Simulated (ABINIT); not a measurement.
Planning a run of ABINIT 10.8.3 on LiNbO3 (R3c). The input:

```
acell 3*1.0 Angstrom
rprim 
  2.575800000019 1.487138823389 4.623000000000
  -2.575800000018 1.487138823389 4.623000000000
  0.000000000000 -2.974277646779 4.623000000000
ntypat 3
znucl 3 41 8
natom 10
typat 1 1 2 2 3 3 3 3 3 3
xred 
  0.281500000000 0.281500000000 0.281500000000
  0.781500000000 0.781500000000 0.781500000000
  0.000055000000 0.000055000000 0.000055000000
  0.500055000000 0.500055000000 0.500055000000
  0.112310000000 0.358360000000 0.719590000000
  0.719590000000 0.112310000000 0.358360000000
  0.358360000000 0.719590000000 0.112310000000
  0.219590000000 0.858360000000 0.612310000000
  0.858360000000 0.612310000000 0.219590000000
  0.612310000000 0.219590000000 0.858360000000
pp_dirpath "pseudos"
pseudos "Li.upf, Nb.upf, O.upf"
ecut 37
ngkpt 2 2 2
nshiftk 1
shiftk 0 0 0
kptopt 1
chksymbreak 0
istwfk *1
occopt 1
irdwfk 1
optdriver 3
nband 260
ecuteps 4.44
inclvkb 2
awtr 1
symchi 1
indata_prefix "in"
outdata_prefix "out"
tmpdata_prefix "tmp"
```

```sh
OMP_NUM_THREADS=1 mpirun -n 8 abinit run.abi > log
```

Q: Estimate wall time and host memory on 8 MPI ranks of Arm Neoverse V2, shared host.

It took 51 s; on shared hardware allow 25 s to 1.7 min. Peak host memory was 3.4 GiB.

[Paths, hosts, dates, memory and timing lines, banners, echoed tables and standing remarks are left out of the program output.]

[Logs are printed without paths, hosts, clocks, repeated set-up lines and the standing remarks that a program may print on its own settings, such as how far it seeks lower states.]

[Runs of the session that timed out or met a known fault of the program may be left out.]

[Hosts, paths, dates, database ids (printed as entryN), source tags and the programs' standing remarks are cut or masked in the printed files.]

[G0W0 gaps are taken among the corrected bands and points alone; a level outside them can change the order at an edge.]

[Where Ansatz stands beside ABINIT at settings called matched, ABINIT's density can come from a denser mesh and the files from another edition; pairs whose starting gaps differed by over 0.03 eV were left out, so agreement reads better than it is.]
